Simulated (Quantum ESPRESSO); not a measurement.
# Voltage at the next charge: Nb(100), 5 layers against an electrode

**Set-up.** Quantum ESPRESSO 7.5, PBEsol, GBRV ultrasoft; ESM with bc3, a metal electrode 7.08 Å above the top atoms; cell area 10.890 Å²; ions fixed. V is the potential energy of an electron at the electrode over the slab's Fermi level, divided by e, so that it equals the work function at zero charge; positive charge removes electrons.

| charge (e a cell) | V (V) |
| --- | --- |
| 0 | 3.697 |
| 0.0163 | 5.032 |
| 0.0327 | 6.418 |

One more run was made and is withheld. What is V at a charge of 0.0653 e, and what capacitance do the rows imply?

**Worked estimate.** The last two rows give dV/dq = (6.418 − 5.032)/(0.0327 − 0.0163) = 84.5 V/e, so C = 1602/(10.890 × 84.5) = 1.74 µF/cm², an effective gap of 8.854/1.74 = 5.09 Å. At constant C, V = 6.418 + 84.5 × 0.0326 = 9.17 V.

**The withheld run.** V = 9.265 V; the estimate misses by −0.09 V, 3.2 % of the step. Over the three intervals C goes 1.80, 1.74 and 1.68 µF/cm²: it falls as electrons leave, the surface charge drawing back towards the atoms.

**Limits.** Vacuum fills the gap; a dielectric or electrolyte would change C. The slab is thin.
